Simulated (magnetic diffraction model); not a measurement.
## Solving a magnetic structure from powder neutron data: Cr2CdAs2

Space group I4/mmm (no. 139), a = 3.7150 Å, c = 11.5690 Å.

| site | atom | x | y | z |
| --- | --- | --- | --- | --- |
| 2a | Cd | 0 | 0 | 0 |
| 4e | As | 1/2 | 1/2 | 0.1452 |
| 4d | Cr | 1/2 | 0 | 1/4 |

The compound is invented for this exercise: a known structure type with other elements, its cell scaled to their sizes and not relaxed.

Only Cr is taken to order (form factors of Cr2+); orders and moment sizes are assumed, and not adapted to the symmetry. Radiation: neutrons of λ = 1.8 Å (absorption by Cd left out), 1.5° to 75°; isotropic B of 0.41 Å² (Cd), 0.48 Å² (As) and 0.4 Å² (Cr). The intensities are simulated: I ∝ L Σ (|F_N|² + |F_M⊥|²) for unpolarised neutrons, with F_M = 2.695 fm/μB × Σ f(s) S exp(2πi Q·r) exp(−B s²) at Q = H ± k (one set where k and −k are equivalent), only the part normal to Q counting and L = 1/(sin²θ cos θ). For a modulated order the moment at position r is S exp(−2πi k·r) + c.c., with S = m/2 for a sine wave of amplitude m and S = m(u + iv)/2 for moments turning in a plane, u and v being orthogonal unit vectors in it; the phase factor of the sum at Q = H + k is then exp(2πi H·r). Form factors are spin-only for 3d ions and dipole or tabulated for f ions, scattering lengths are Sears's of 1992, and absorption is left out. A label names one of the reflections at its angle. The strongest nuclear line in the range is 100, and lines under 0.2 are left out.

Above the ordering temperature:

```csv
2θ (°),index,I
17.90,(0 0 2),12.9
29.48,(1 0 1),6.0
39.31,(1 0 3),100.0
40.07,(1 1 0),19.4
44.21,(1 1 2),22.0
54.55,(1 0 5),9.1
55.14,(1 1 4),36.6
55.65,(0 0 6),2.1
57.96,(2 0 0),55.9
61.18,(2 0 2),5.2
66.36,(2 1 1),2.8
70.76,(1 1 6),57.5
72.29,(2 1 3),71.0
73.17,(1 0 7),8.1
```

Below it (cell unchanged):

| 2θ (°) | I |
| --- | --- |
| 1.78 | 1978.5 |
| 16.10 | 21.1 |
| 17.90 | 12.9 |
| 19.71 | 13.2 |
| 29.48 | 6.0 |
| 34.39 | 2.9 |
| 38.14 | 2.1 |
| 39.31 | 100.0 |
| 40.07 | 19.4 |
| 40.12 | 3.5 |
| 43.45 | 3.0 |
| 44.21 | 22.0 |
| 45.04 | 2.8 |
| 53.64 | 0.6 |
| 53.81 | 1.7 |
| 54.55 | 9.1 |
| 55.14 | 36.6 |
| 55.65 | 2.1 |
| 56.51 | 1.4 |
| 57.67 | 0.4 |
| 57.96 | 55.9 |
| 57.99 | 0.8 |
| 60.58 | 0.8 |
| 61.18 | 5.2 |
| 61.84 | 0.7 |
| 66.36 | 2.8 |
| 69.02 | 0.6 |
| 69.16 | 0.5 |
| 70.76 | 57.5 |
| 71.52 | 0.4 |
| 72.29 | 71.0 |
| 72.54 | 0.5 |
| 73.17 | 8.1 |

**Question.** Find the propagation vector, then choose among these models:
A. moments turning in the plane of [001] and [100], 1.86 μB on Cr; signs + at (1/2, 0, 1/4), + at (0, 1/2, 1/4)
B. a sine wave with moments along [001] (amplitudes given), 1.86 μB on Cr; signs + at (1/2, 0, 1/4), + at (0, 1/2, 1/4)
C. moments turning in the plane of [100] and [010], 1.86 μB on Cr; signs + at (1/2, 0, 1/4), + at (0, 1/2, 1/4)
D. moments turning in the plane of [010] and [001], 1.86 μB on Cr; signs + at (1/2, 0, 1/4), + at (0, 1/2, 1/4)

The new lines index as (0 0 1/5) at 1.78°, (0 0 9/5) at 16.10°, (0 0 11/5) at 19.71° and (0 0 19/5) at 34.39°, that is as H ± k with k = (0 0 1/5). Satellites come in pairs about each point of the reciprocal lattice.

Magnetic intensity, observed (below minus above) and for each model:

| 2θ (°) | index | observed | A | B | C | D |
| --- | --- | --- | --- | --- | --- | --- |
| 1.78 | (0 0 1/5) | 1978.5 | 989.3 | <0.2 | 1978.5 | 989.3 |
| 16.10 | (0 0 9/5) | 21.1 | 10.6 | <0.2 | 21.1 | 10.6 |
| 19.71 | (0 0 11/5) | 13.2 | 6.6 | <0.2 | 13.2 | 6.6 |
| 34.39 | (0 0 19/5) | 2.9 | 1.5 | <0.2 | 2.9 | 1.5 |
| 38.14 | (0 0 21/5) | 2.1 | 1.1 | <0.2 | 2.1 | 1.1 |
| 40.12 | (1 1 1/5) | 3.5 | 5.3 | 3.5 | 3.5 | 5.3 |
| 43.45 | (1 1 9/5) | 3.0 | 3.8 | 2.3 | 3.0 | 3.8 |
| 45.04 | (1 1 11/5) | 2.8 | 3.3 | 1.9 | 2.8 | 3.3 |

Model C matches.

The structure used: k = (0 0 1/5), moments turning in the plane of [100] and [010], 1.86 μB on Cr; signs + at (1/2, 0, 1/4), + at (0, 1/2, 1/4).

[Logs are printed without paths, hosts, clocks, repeated set-up lines and the standing remarks that a program may print on its own settings, such as how far it seeks lower states.]
